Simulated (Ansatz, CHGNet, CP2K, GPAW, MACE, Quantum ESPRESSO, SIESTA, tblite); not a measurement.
**Forces in Cu(111)/C(111) interface (72 atoms), program by program**

One geometry of Cu(111)/C(111) interface (72 atoms) is solved by several programs and methods. How far do their forces lie from a plane-wave PBE run?

Results are calculated, not measured.

In doubt: a PseudoDojo file used here is known to give poor structures and forces (SIESTA), which bears on pressures, cells, forces and phonons.

### Step 1. The cell

The cell holds 72 atoms (18 Cu and 54 C), with edges of 6.72, 7.62 and 10.56 Å. Recipe: fcc Cu(111), 2 repeat layers, 9 surface cells, strained -0.66 and -0.66 %; diamond-structure C(111), 3 layers, 9 cells, +0.67 and +0.67 %; outer planes 2.18 Å apart and 1.67 Å at the second interface of the periodic stack; not relaxed, displaced by a Gaussian of 0.02 Å. Then every atom was moved at random, 0.02 Å r.m.s. a Cartesian component. The density is 5.61 g/cm³.

### Step 2. The reference input

Quantum ESPRESSO 7.5: Kohn-Sham DFT, PBE, SSSP efficiency 1.3.0 pseudopotentials, plane waves. Its input, pw.in:

```
&control
  calculation = 'scf'
  pseudo_dir = './pseudo'
  outdir = './tmp'
  disk_io = 'none'
  tprnfor = .true.
  tstress = .true.
/
&system
  ibrav = 0
  nat = 72
  ntyp = 2
  ecutwfc = 60
  ecutrho = 480
  nosym = .true.
  occupations = 'smearing'
  smearing = 'fd'
  degauss = 0.003675
/
&electrons
  conv_thr = 3.6e-07
  electron_maxstep = 100
  mixing_beta = 0.2
  mixing_mode = 'local-TF'
  diagonalization = 'david'
/
ATOMIC_SPECIES
Cu 63.546 Cu.upf
C 12.011 C.upf
CELL_PARAMETERS angstrom
6.71810 0.00000 0.00000
-1.43961 7.48043 0.00000
0.00000 0.00000 10.55683
ATOMIC_POSITIONS crystal
Cu 0.67161 0.78078 0.00231
Cu 0.44333 0.40899 0.19734
Cu 0.66115 0.43929 0.00207
Cu 0.44200 0.07223 0.20675
[... 66 atom lines left out ...]
C 0.12742 0.18108 0.84240
C 0.89240 0.13844 0.79364
K_POINTS gamma
```

```console
$ OMP_NUM_THREADS=1 mpirun -np 2 pw.x -in pw.in > output.txt
```

Run time: 3.3 min. Hardware: 2 MPI ranks of Arm Neoverse V1, shared host; peak memory 1.5 GiB; 6.5 min of CPU time.

It converged with an r.m.s. force component of 1.3 eV/Å and a pressure of 2.1 GPa.

### Step 3. What was run beside it

- CHGNet: machine-learned potential, published weights.
- CP2K 2026.2: Gaussian basis with GTH pseudopotentials and a plane-wave density; labels give functional, basis (MOLOPT sets; SR short-range, UZH the newer set with its own potentials), grid cutoff/relative cutoff and solver (OT: orbital transformation; TRS4, TC2, SIGN: linear-scaling purification with its sparsity filter), or its built-in tight binding.
- GPAW 26.7.0: PAW with atomic orbitals (LCAO), plane waves or a real-space grid of spacing h.
- MACE: machine-learned potential, published weights.
- SIESTA 5.4.2: numerical atomic orbitals, whose automatically made sets are far from complete, with PseudoDojo norm-conserving potentials that we converted to its format (checked against plane waves on the same files for H, C, O, Si, Ge and Ca alone); labels give functional, basis size, energy shift and mesh cutoff.
- tblite 0.8.0: extended tight binding, driven from Python.

All use the same cell and atoms, and the electronic-structure runs the same k-mesh.

### Step 4. All runs compared

Differences are against the reference: forces as r.m.s. over components, share as that over the reference's r.m.s. force, slope as the fitted ratio of a run's forces to the reference's.

```
                                                          run  Δ force, r.m.s. (meV/Å)  share (%)  slope  Δ pressure (GPa)  cores  CPU time  memory (GiB)
                                                    reference                        -          -      -                 -      2   6.5 min           1.5
                                       CHGNet 0.3.0 potential                      338       26.4  0.904             -4.62      1     6.5 s           3.4
CP2K PBE, DZVP-MOLOPT-SR, 280/50 Ry, diagonalisation (coarse)                      309       24.1  1.006              3.07      2    16 min           1.1
CP2K PBE, DZVP-MOLOPT-SR, 800/20 Ry, diagonalisation (coarse)                      247       19.3  1.003              3.69      4    12 min           4.5
         CP2K PBE, DZVP-MOLOPT-SR, 800/50 Ry, diagonalisation                     28.3       2.21  1.017              1.82      4    20 min           4.4
 CP2K PBE, SZV-MOLOPT-SR, 800/50 Ry, diagonalisation (coarse)                      369       28.8  1.219              7.67      2   8.3 min           2.1
                                  GPAW PBE, LCAO dzp, h 0.2 Å                     84.4       6.58  1.048                 -      1   3.6 min          0.72
                    GPAW PBE, LCAO szp(dzp), h 0.2 Å (coarse)                      259       20.2  1.060                 -      1   2.7 min          0.71
                                      GPAW PBE, grid h 0.18 Å                     33.8       2.63  1.008                 -      2    10 min           1.7
                                 GPAW RPBE, LCAO dzp, h 0.2 Å                      102       7.92  1.059                 -      1   3.7 min          0.75
                                  MACE MP-0b2 small potential                      397       30.9  0.901             -4.80      1     8.2 s          0.69
                                 MACE MP-0b3 medium potential                      456       35.5  0.789              4.16      1     9.3 s           1.4
                  SIESTA PBE, DZP, shift 0.01 Ry, mesh 500 Ry                      127       9.89  1.034              3.14      4    11 min           2.0
         SIESTA PBE, DZP, shift 0.04 Ry, mesh 500 Ry (coarse)                      325       25.3  1.001             -19.4      2   4.6 min           1.1
         SIESTA PBE, SZP, shift 0.01 Ry, mesh 500 Ry (coarse)                      422       32.9  1.056              3.83      2   7.9 min           1.5
                                              tblite GFN1-xTB                      314       24.5  0.960            -0.319      1     3.9 s          0.12
```

Rows marked coarse were listed beforehand as settings not expected to be converged; some can still land near the reference.

Times of the machine-learned potentials are mostly Python's start and the loading of weights.

CPU time is summed over cores on shared hosts, so it is rough.

### Step 5. What came out

Forces lie from 2.2 % (CP2K PBE, DZVP-MOLOPT-SR, 800/50 Ry, diagonalisation) to 36 % (MACE MP-0b3 medium potential) of the reference's r.m.s. force of 1.3 eV/Å away from it. Other PBE runs on plane waves or a grid: GPAW PBE, grid h 0.18 Å 2.6 % of the r.m.s. force; the reference has errors of its own, so differences under a few per cent don't tell which side is nearer the exact PBE result. The PBE runs in local orbitals, coarse settings apart, differ by 2.2 % (CP2K PBE, DZVP-MOLOPT-SR, 800/50 Ry, diagonalisation) to 9.9 % (SIESTA PBE, DZP, shift 0.01 Ry, mesh 500 Ry); basis, grid and potentials can all enter. Tight binding differs by 24 % (tblite GFN1-xTB); it is another model, with fitted parameters of its own, and the xTB methods hold dispersion.

Machine-learned potentials differ by 26 % (CHGNet 0.3.0 potential) to 36 % (MACE MP-0b3 medium potential); they were trained on other programs' data. Among those trained on PBE data the slope goes as low as 0.79, which softening far from their training structures can give, though the reference's k-sampling is untested too. Rows with another functional or a dispersion term differ by 7.9 % (GPAW RPBE, LCAO dzp, h 0.2 Å), which mixes the change of model with differences of basis and potentials. Runs with settings chosen to be coarse differ by 19 % (CP2K PBE, DZVP-MOLOPT-SR, 800/20 Ry, diagonalisation) to 33 % (SIESTA PBE, SZP, shift 0.01 Ry, mesh 500 Ry), their programs' other errors included. CP2K PBE, SZV-MOLOPT-SR, 800/50 Ry, diagonalisation stiffens the forces by a factor of 1.22 while following their directions (correlation 0.989); the slopes of the 4 CP2K runs lie between 1.00 and 1.22. From CP2K PBE, DZVP-MOLOPT-SR, 280/50 Ry, diagonalisation to the finer CP2K PBE, DZVP-MOLOPT-SR, 800/50 Ry, diagonalisation the share falls from 24 to 2.2 %. Pressures at PBE, coarse settings apart, lie +1.82 to +3.14 GPa from the reference's.

Caveats: Periodic xTB results under one method name differ between programs and library versions. The potentials hold different valence shells: 414 electrons in the reference, 558 in SIESTA; this bears on time and differences. The reference's pressure holds the uncorrected Pulay stress of its 60 Ry basis, so small pressure differences may be the reference's own error. A potential file of the SIESTA runs is in doubt, which bears on their forces and pressure. Machine-learned potentials mimic data converged in k, so the reference's own k-point error enters their differences. The reference's stress is far from hydrostatic: its diagonal is -1.4, 2.1, 5.5 GPa, compression counted positive. The host structure and its lattice constant were typed by rule, without a check against the phase diagram. The electronic-structure runs sample only Γ, in a cell whose shortest periodic width is 7 Å, which is coarse for a cell with partly filled levels. The reference's pressure of 2.1 GPa reflects the volume that the recipe set, positions that aren't this level's minimum and the coarse k-sampling. The reference has no spin polarisation, so local moments can't form. Where levels are smeared, the DFT runs use Fermi–Dirac occupations at 580 K (0.05 eV), and energies are free energies. The atoms were displaced at random, and shares hang on the size of the forces that this gives. The reference's cutoffs and mesh weren't converged further here.

[Logs are printed without paths, hosts, clocks, repeated set-up lines and the standing remarks that a program may print on its own settings, such as how far it seeks lower states.]

[Hosts, paths, dates, database ids (printed as entryN), source tags and the programs' standing remarks are cut or masked in the printed files.]

[Cells were taken only where this reference lay near another plane-wave run.]
